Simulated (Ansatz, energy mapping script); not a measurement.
# MnS: exchange couplings from total energies

Aim: the exchange couplings of MnS from the energies of a few collinear orders, and the ordering temperature that they give.

Method: PBE with U = 1 eV on Mn d, ortho-atomic projectors; plane waves, U on orthogonalised atomic orbitals unless named otherwise, collinear spin, no spin–orbit coupling, in Ansatz 0.2.0.

**Measured values to reproduce.**

For MnS, rock salt (x = 0), “Single-Crystal and Powder Neutron Diffraction Study of FeXMn1-XS Solid Solutions” (2011, arxiv:1108.4537) gives, by neutron diffraction: ordering temperature (Neel temperature) 150 K.

Report form: the programs' logs are mostly left out.

The database entry behind the starting cell differs from later determinations by our own check (an axis about 0.2 % short against later determinations), so it need not match the best structure at ambient conditions.

**1. Set-up**

The structure is cubic, space group Fm-3m (No. 225). Conventional cell: a = 5.209 Å, b = 5.209 Å, c = 5.209 Å, α = 90.00°, β = 90.00°, γ = 90.00°. Mn has 6 S at 2.60 Å nearest. Nearest to S lie 6 Mn at 2.60 Å. Farther neighbours and most contacts between anions are not listed.

The U corrects the self-interaction that lets semilocal functionals spread d and f electrons too far. Its value here is typed, not computed.

**2. Which atoms carry moments**

One run in the crystal's own cell, under PBE with U = 3.2 eV on Mn d, ortho-atomic projectors, shows which elements keep a moment. Transition or f elements with 0.3 μB or more enter the spin model; moments induced on other atoms do not.

Contents of input.yaml:

```yaml
crystal:
  lattice:
    - [0.0, 2.6045, 2.6045]
    - [2.6045, 0.0, 2.6045]
    - [2.6045, 2.6045, 0.0]
  atoms:
    - { symbol: Mn, position: [0.0, 0.0, 0.0], spin: 4.5 }
    - { symbol: S, position: [0.5, 0.5, 0.5] }
magnetization:
  spin_polarized: true
kpoints:
  mp_grid: { grid: [9, 9, 9] }
hamiltonian:
  xc: pbe
  hubbard:
    sites: [{ species: Mn, l: d, u_eff: 3.2 }]
    projectors: ortho-atomic
scf:
  occupations: { method: fermi_dirac, width: 0.05 }
output:
  eigenvalues: true
```

The run is started by

```
ansatz run input.yaml --threads 4 --pin off --max-ram 8192MiB --backend cpu --events-out ev --progress --plain --runs-dir out
```

The job ended after 1.1 s (4 threads of Arm Neoverse V1, shared host; peak memory 0.31 GiB).

Spin moment in the sphere by atom:

```csv
atom,spin moment in the sphere (μB)
Mn1,4.48
S2,0.13
```

The run ends ferromagnetic; Mn carries the moments.

**3. Seed run in the crystal's own cell**

A corrected shell can settle in several orbital fillings. One parallel run, with an occupation width a fifth wider than the orders use, therefore is to supply the occupation matrices. All orders start from them.

input.yaml, the sections that differ from step 2:

```yaml
hamiltonian:
  xc: pbe
  hubbard:
    sites: [{ species: Mn, l: d, u_eff: 1.0 }]
    projectors: ortho-atomic
scf:
  occupations: { method: fermi_dirac, width: 0.06 }
# crystal, magnetization, kpoints, output: as in step 2
```

It took 1.2 s on 4 threads; peak memory 0.31 GiB.

Read from the output:

- final state: ferromagnetic
- electrons in the corrected shells: 5.389 e
- largest moment: 4.348 μB

**4. Order 1: parallel, cell A of 4 atoms**

Each cell gets its own parallel run on the same mesh, so that most of the mesh error cancels in the differences.

Contents of input.yaml:

```yaml
crystal:
  lattice:
    - [0.0, -2.6045, -2.6045]
    - [-2.6045, 0.0, -2.6045]
    - [2.6045, 2.6045, -5.209]
  atoms:
    - { symbol: Mn, position: [0.5, 0.5, 0.5], spin: 4.5 }
    - { symbol: Mn, position: [0.0, 0.0, 0.0], spin: 4.5 }
    - { symbol: S, position: [0.75, 0.75, 0.75] }
    - { symbol: S, position: [0.25, 0.25, 0.25] }
magnetization:
  spin_polarized: true
kpoints:
  mp_grid: { grid: [9, 9, 9] }
hamiltonian:
  xc: pbe
  hubbard:
    sites:
      - { species: Mn, l: d, u_eff: 1.0 }
      - { site: 0, l: d, u_eff: 1.0, starting_ns: [{ spin: up, occupation_matrix: mn1_major }, { spin: down, occupation_matrix: mn1_minor }] }
      - { site: 1, l: d, u_eff: 1.0, starting_ns: [{ spin: up, occupation_matrix: mn1_major }, { spin: down, occupation_matrix: mn1_minor }] }
    projectors: ortho-atomic
    occupation_matrices:
      mn1_major:
        matrix:
          - [0.98, 0.0, 0.0, 0.0, 0.0]
          - [0.0, 0.996, 0.0, 0.0, 0.0]
          - [0.0, 0.0, 0.996, 0.0, 0.0]
          - [0.0, 0.0, 0.0, 0.98, 0.0]
          - [0.0, 0.0, 0.0, 0.0, 0.996]
      mn1_minor:
        matrix:
          - [0.141, 0.0, 0.0, 0.0, 0.0]
          - [0.0, 0.053, 0.0, 0.0, 0.0]
          - [0.0, 0.0, 0.053, 0.0, 0.0]
          - [0.0, 0.0, 0.0, 0.141, 0.0]
          - [0.0, 0.0, 0.0, 0.0, 0.053]
scf:
  occupations: { method: fermi_dirac, width: 0.05 }
output:
  eigenvalues: true
  write_density: true
  write_potential: true
  elf: true
  volumetric_format: npy
```

Elapsed: 7.5 s, on 4 threads; peak memory 0.59 GiB.

Spin moment in the sphere by atom:

```
atom  spin moment in the sphere (μB)
 Mn1                            4.35
 Mn2                            4.35
  S3                            0.16
  S4                            0.16
```

The run ends ferromagnetic.

Spin density in the ac plane at fractional y = 0.000, with atoms of Mn within 0.2 Å of it.

Ten even steps from '0' (0.0 e/Å³) to '9' (8.1 e/Å³), each cell a mean:
```
75200000000014
22100000000001
00000000000000
00000000000000
00000000000000
00000000000000
00000000000000
00000000000000
00000000000000
00000000000000
00000000000000
00000000000000
00000000000000
00000000000000
00000000000000
00000000000000
00000000000000
00000000000000
00000000000000
00000000000000
00000000000000
11000000000012
53100000000025
96100000000037
```
Columns run along a (3.7 Å), rows up along c (6.4 Å). Atoms in or near the plane, at fractional coordinates: Mn at (0.00, 0.00).

ELF in the ac plane at fractional y = 0.000, with atoms of Mn within 0.2 Å of it. It is the smooth field of the valence electrons, not physical close to the nuclei.

Ten even steps from '_' (0.05) to '@' (0.89), each cell a mean:
```
@@%%**--..__........__::++%%
####++::....--------....--++
--==--....--++**##**==....::
....____::++##%%%%%%##++::..
______..--**%%@@@@@@@@##++::
..____..--**%%@@@@@@@@%%##==
::______--**%%@@@@@@@@@@%%++
::______..==##%%@@@@@@@@%%**
::________::++##%%@@@@%%##++
..__________::==**######++--
____________..::--==++==--::
____........____....::::....
..::--====--::..____________
::--++**##**++--..__________
--++##%%%%%%%%**==..________
--**%%@@@@@@@@%%**--..______
--**%%@@@@@@@@@@##++::______
::++%%@@@@@@@@@@%%**::______
..--**%%@@@@@@@@%%++::..____
__..--**%%%%@@%%##==::______
::....--**######++--....::::
**==::..::--====--....--++**
%%##==..__........__..==##%%
@@%%**::____________..--##@@
```
Columns run along a (3.7 Å), rows up along c (6.4 Å). Atoms in or near the plane, at fractional coordinates: Mn at (0.00, 0.00).

**5. Order 2: compensated +−, cell A of 4 atoms**

This order reverses 6 of the 12 neighbours at 3.68 Å, 6 of the 6 neighbours at 5.21 Å and 12 of the 24 neighbours at 6.38 Å, counted for an average magnetic atom.

Edit input.yaml of step 4 so:

```diff
@@ -7,3 +7,3 @@
     - { symbol: Mn, position: [0.5, 0.5, 0.5], spin: 4.5 }
-    - { symbol: Mn, position: [0.0, 0.0, 0.0], spin: 4.5 }
+    - { symbol: Mn, position: [0.0, 0.0, 0.0], spin: -4.5 }
     - { symbol: S, position: [0.75, 0.75, 0.75] }
@@ -20,3 +20,3 @@
       - { site: 0, l: d, u_eff: 1.0, starting_ns: [{ spin: up, occupation_matrix: mn1_major }, { spin: down, occupation_matrix: mn1_minor }] }
-      - { site: 1, l: d, u_eff: 1.0, starting_ns: [{ spin: up, occupation_matrix: mn1_major }, { spin: down, occupation_matrix: mn1_minor }] }
+      - { site: 1, l: d, u_eff: 1.0, starting_ns: [{ spin: up, occupation_matrix: mn1_minor }, { spin: down, occupation_matrix: mn1_major }] }
     projectors: ortho-atomic
```

Wall time 7.8 s (4 threads); peak memory 0.62 GiB.

Spin moment in the sphere by atom:

| atom | spin moment in the sphere (μB) |
| --- | --- |
| Mn1 | 4.25 |
| Mn2 | -4.25 |
| S3 | 0.00 |
| S4 | 0.00 |

The run ends antiferromagnetic, 136.65 meV a magnetic atom below the parallel order of its cell.

Spin density in the ac plane at fractional y = 0.000, with atoms of Mn within 0.2 Å of it.

Ten even steps from '0' (-8.0 e/Å³) to '9' (0.0 e/Å³), each cell a mean:
```
24799999999985
77899999999998
99999999999999
99999999999999
99999999999999
99999999999999
99999999999999
99999999999999
99999999999999
99999999999999
99999999999999
99999999999999
99999999999999
99999999999999
99999999999999
99999999999999
99999999999999
99999999999999
99999999999999
99999999999999
99999999999999
78999999999987
46899999999974
03799999999962
```
Columns run along a (3.7 Å), rows up along c (6.4 Å). Atoms in or near the plane, at fractional coordinates: Mn at (0.00, 0.00).

ELF in the ac plane at fractional y = 0.000, with atoms of Mn within 0.2 Å of it. It is the smooth field of the valence electrons, not physical close to the nuclei.

Ten even steps from '_' (0.05) to '@' (0.89), each cell a mean:
```
@@%%**--..__........__::++%%
####++::....--==----....--++
--==--....--++**##**==....::
__..__..::++##%%%%%%##++::..
______..--**%%@@@@@@@@##++::
..____..--**%%@@@@@@@@%%##==
::______--**%%@@@@@@@@@@%%++
::______..==##%%@@@@@@@@%%**
::________::++##%%@@@@%%##++
..__________::==**######++--
____________..::--==++==--::
____........____....::::....
..::--====--::..____________
::==++**##**++--..__________
--++##%%%%%%%%**==..________
--**%%@@@@@@@@%%**--..______
--**%%@@@@@@@@@@##++::______
::++%%@@@@@@@@@@%%**--______
..--**%%@@@@@@@@%%++::..____
__..--**%%%%@@%%##==::______
::....--**######++--....::::
**==::..::--====--....--++**
%%##==..__........__..==##%%
@@%%**::____________..--##@@
```
Columns run along a (3.7 Å), rows up along c (6.4 Å). Atoms in or near the plane, at fractional coordinates: Mn at (0.00, 0.00).

**6. Run 3 (parallel; cell B, 4 atoms)**

The parallel order again, as the reference for this cell.

This run holds the same structure in another cell (c 6.380 → 5.209 Å, α 73.2 → 90.0°, β 73.2 → 90.0°, γ 60.0 → 90.0°).

Contents of input.yaml:

```yaml
crystal:
  lattice:
    - [0.0, -2.6045, -2.6045]
    - [0.0, 2.6045, -2.6045]
    - [5.209, 0.0, 0.0]
  atoms:
    - { symbol: Mn, position: [0.5, 0.5, 0.5], spin: 4.5 }
    - { symbol: Mn, position: [0.0, 0.0, 0.0], spin: 4.5 }
    - { symbol: S, position: [0.5, 0.5, 0.0] }
    - { symbol: S, position: [0.0, 0.0, 0.5] }
magnetization:
  spin_polarized: true
kpoints:
  mp_grid: { grid: [8, 8, 6] }
hamiltonian:
  xc: pbe
  hubbard:
    sites:
      - { species: Mn, l: d, u_eff: 1.0 }
      - { site: 0, l: d, u_eff: 1.0, starting_ns: [{ spin: up, occupation_matrix: mn1_major }, { spin: down, occupation_matrix: mn1_minor }] }
      - { site: 1, l: d, u_eff: 1.0, starting_ns: [{ spin: up, occupation_matrix: mn1_major }, { spin: down, occupation_matrix: mn1_minor }] }
    projectors: ortho-atomic
    occupation_matrices:
      mn1_major:
        matrix:
          - [0.98, 0.0, 0.0, 0.0, 0.0]
          - [0.0, 0.996, 0.0, 0.0, 0.0]
          - [0.0, 0.0, 0.996, 0.0, 0.0]
          - [0.0, 0.0, 0.0, 0.98, 0.0]
          - [0.0, 0.0, 0.0, 0.0, 0.996]
      mn1_minor:
        matrix:
          - [0.141, 0.0, 0.0, 0.0, 0.0]
          - [0.0, 0.053, 0.0, 0.0, 0.0]
          - [0.0, 0.0, 0.053, 0.0, 0.0]
          - [0.0, 0.0, 0.0, 0.141, 0.0]
          - [0.0, 0.0, 0.0, 0.0, 0.053]
scf:
  occupations: { method: fermi_dirac, width: 0.05 }
output:
  eigenvalues: true
```

The job ended after 4.8 s (4 threads; peak memory 0.51 GiB).

The run ends ferromagnetic. For each magnetic atom its energy differs from the parallel run of the first cell by 0.90 meV, an error that one common reference would have brought in.

**7. Order 4: compensated +−, cell B of 4 atoms**

This order reverses 8 of the 12 neighbours at 3.68 Å, 0 of the 6 neighbours at 5.21 Å and 16 of the 24 neighbours at 6.38 Å, counted for an average magnetic atom.

Edit input.yaml of step 6 so:

```diff
@@ -7,3 +7,3 @@
     - { symbol: Mn, position: [0.5, 0.5, 0.5], spin: 4.5 }
-    - { symbol: Mn, position: [0.0, 0.0, 0.0], spin: 4.5 }
+    - { symbol: Mn, position: [0.0, 0.0, 0.0], spin: -4.5 }
     - { symbol: S, position: [0.5, 0.5, 0.0] }
@@ -20,3 +20,3 @@
       - { site: 0, l: d, u_eff: 1.0, starting_ns: [{ spin: up, occupation_matrix: mn1_major }, { spin: down, occupation_matrix: mn1_minor }] }
-      - { site: 1, l: d, u_eff: 1.0, starting_ns: [{ spin: up, occupation_matrix: mn1_major }, { spin: down, occupation_matrix: mn1_minor }] }
+      - { site: 1, l: d, u_eff: 1.0, starting_ns: [{ spin: up, occupation_matrix: mn1_minor }, { spin: down, occupation_matrix: mn1_major }] }
     projectors: ortho-atomic
```

Run time: 5.2 s. Hardware: 4 threads; peak memory 0.53 GiB.

The run ends antiferromagnetic, 44.60 meV a magnetic atom below the parallel order of its cell (energies taken at zero occupation width, not the printed F).

**8. Parallel start in cell C (6 atoms)**

Contents of input.yaml:

```yaml
crystal:
  lattice:
    - [0.0, 2.6045, 2.6045]
    - [-2.6045, 0.0, -2.6045]
    - [-5.209, -5.209, 5.209]
  atoms:
    - { symbol: Mn, position: [0.0, 0.0, 0.0], spin: 4.5 }
    - { symbol: Mn, position: [0.333333333, 0.666666667, 0.666666667], spin: 4.5 }
    - { symbol: Mn, position: [0.666666667, 0.333333333, 0.333333333], spin: 4.5 }
    - { symbol: S, position: [0.666666667, 0.333333333, 0.833333333] }
    - { symbol: S, position: [0.0, 0.0, 0.5] }
    - { symbol: S, position: [0.333333333, 0.666666667, 0.166666667] }
magnetization:
  spin_polarized: true
kpoints:
  mp_grid: { grid: [9, 9, 3] }
hamiltonian:
  xc: pbe
  hubbard:
    sites:
      - { species: Mn, l: d, u_eff: 1.0 }
      - { site: 0, l: d, u_eff: 1.0, starting_ns: [{ spin: up, occupation_matrix: mn1_major }, { spin: down, occupation_matrix: mn1_minor }] }
      - { site: 1, l: d, u_eff: 1.0, starting_ns: [{ spin: up, occupation_matrix: mn1_major }, { spin: down, occupation_matrix: mn1_minor }] }
      - { site: 2, l: d, u_eff: 1.0, starting_ns: [{ spin: up, occupation_matrix: mn1_major }, { spin: down, occupation_matrix: mn1_minor }] }
    projectors: ortho-atomic
    occupation_matrices:
      mn1_major:
        matrix:
          - [0.98, 0.0, 0.0, 0.0, 0.0]
          - [0.0, 0.996, 0.0, 0.0, 0.0]
          - [0.0, 0.0, 0.996, 0.0, 0.0]
          - [0.0, 0.0, 0.0, 0.98, 0.0]
          - [0.0, 0.0, 0.0, 0.0, 0.996]
      mn1_minor:
        matrix:
          - [0.141, 0.0, 0.0, 0.0, 0.0]
          - [0.0, 0.053, 0.0, 0.0, 0.0]
          - [0.0, 0.0, 0.053, 0.0, 0.0]
          - [0.0, 0.0, 0.0, 0.141, 0.0]
          - [0.0, 0.0, 0.0, 0.0, 0.053]
scf:
  occupations: { method: fermi_dirac, width: 0.05 }
output:
  eigenvalues: true
```

Wall time 6.1 s (4 threads); peak memory 0.6 GiB.

The run ends ferromagnetic. For each magnetic atom its energy differs from the parallel run of the first cell by 0.34 meV, an error that one common reference would have brought in.

**9. Run 6 (uncompensated ++−; cell C, 6 atoms)**

This order reverses 4 of the 12 neighbours at 3.68 Å, 4 of the 6 neighbours at 5.21 Å and 12 of the 24 neighbours at 6.38 Å, counted for an average magnetic atom.

Edit input.yaml of step 8 so:

```diff
@@ -8,3 +8,3 @@
     - { symbol: Mn, position: [0.333333333, 0.666666667, 0.666666667], spin: 4.5 }
-    - { symbol: Mn, position: [0.666666667, 0.333333333, 0.333333333], spin: 4.5 }
+    - { symbol: Mn, position: [0.666666667, 0.333333333, 0.333333333], spin: -4.5 }
     - { symbol: S, position: [0.666666667, 0.333333333, 0.833333333] }
@@ -23,3 +23,3 @@
       - { site: 1, l: d, u_eff: 1.0, starting_ns: [{ spin: up, occupation_matrix: mn1_major }, { spin: down, occupation_matrix: mn1_minor }] }
-      - { site: 2, l: d, u_eff: 1.0, starting_ns: [{ spin: up, occupation_matrix: mn1_major }, { spin: down, occupation_matrix: mn1_minor }] }
+      - { site: 2, l: d, u_eff: 1.0, starting_ns: [{ spin: up, occupation_matrix: mn1_minor }, { spin: down, occupation_matrix: mn1_major }] }
     projectors: ortho-atomic
```

Elapsed: 6.2 s, on 4 threads; peak memory 0.63 GiB; 24 s of CPU time.

The run ends ferrimagnetic, 102.96 meV a magnetic atom below the parallel order of its cell.

**10. Order 7: parallel, cell D of 6 atoms**

A new cell needs its own zero of energy.

This run holds the same structure in another cell (b 3.683 → 5.209 Å, c 9.022 → 6.380 Å, α 90.0 → 114.1°, β 90.0 → 106.8°, γ 120.0 → 90.0°).

Contents of input.yaml:

```yaml
crystal:
  lattice:
    - [0.0, -2.6045, -2.6045]
    - [-5.209, 0.0, 0.0]
    - [2.6045, 5.209, -2.6045]
  atoms:
    - { symbol: Mn, position: [0.666666667, 0.666666667, 0.333333333], spin: 4.5 }
    - { symbol: Mn, position: [0.333333333, 0.333333333, 0.666666667], spin: 4.5 }
    - { symbol: Mn, position: [0.0, 0.0, 0.0], spin: 4.5 }
    - { symbol: S, position: [0.666666667, 0.166666667, 0.333333333] }
    - { symbol: S, position: [0.333333333, 0.833333333, 0.666666667] }
    - { symbol: S, position: [0.0, 0.5, 0.0] }
magnetization:
  spin_polarized: true
kpoints:
  mp_grid: { grid: [8, 8, 8] }
hamiltonian:
  xc: pbe
  hubbard:
    sites:
      - { species: Mn, l: d, u_eff: 1.0 }
      - { site: 0, l: d, u_eff: 1.0, starting_ns: [{ spin: up, occupation_matrix: mn1_major }, { spin: down, occupation_matrix: mn1_minor }] }
      - { site: 1, l: d, u_eff: 1.0, starting_ns: [{ spin: up, occupation_matrix: mn1_major }, { spin: down, occupation_matrix: mn1_minor }] }
      - { site: 2, l: d, u_eff: 1.0, starting_ns: [{ spin: up, occupation_matrix: mn1_major }, { spin: down, occupation_matrix: mn1_minor }] }
    projectors: ortho-atomic
    occupation_matrices:
      mn1_major:
        matrix:
          - [0.98, 0.0, 0.0, 0.0, 0.0]
          - [0.0, 0.996, 0.0, 0.0, 0.0]
          - [0.0, 0.0, 0.996, 0.0, 0.0]
          - [0.0, 0.0, 0.0, 0.98, 0.0]
          - [0.0, 0.0, 0.0, 0.0, 0.996]
      mn1_minor:
        matrix:
          - [0.141, 0.0, 0.0, 0.0, 0.0]
          - [0.0, 0.053, 0.0, 0.0, 0.0]
          - [0.0, 0.0, 0.053, 0.0, 0.0]
          - [0.0, 0.0, 0.0, 0.141, 0.0]
          - [0.0, 0.0, 0.0, 0.0, 0.053]
scf:
  occupations: { method: fermi_dirac, width: 0.05 }
output:
  eigenvalues: true
```

Elapsed: 17 s, on 4 threads; peak memory 0.97 GiB.

The run ends ferromagnetic. For each magnetic atom its energy differs from the parallel run of the first cell by 0.85 meV, an error that one common reference would have brought in.

(Part 1 of 2 ends here.)

[Logs and program files are shortened in this print: banners, set-up blocks, solver, clock and traceback lines can be left out without a mark of their own.]

[Logs are printed without paths, hosts, clocks, repeated set-up lines and the standing remarks that a program may print on its own settings, such as how far it seeks lower states.]

[Hosts, paths, dates, database ids (printed as entryN), source tags and the programs' standing remarks are cut or masked in the printed files.]

[Where a cell is said to come from a database of computed structures, the database is the Materials Project.]
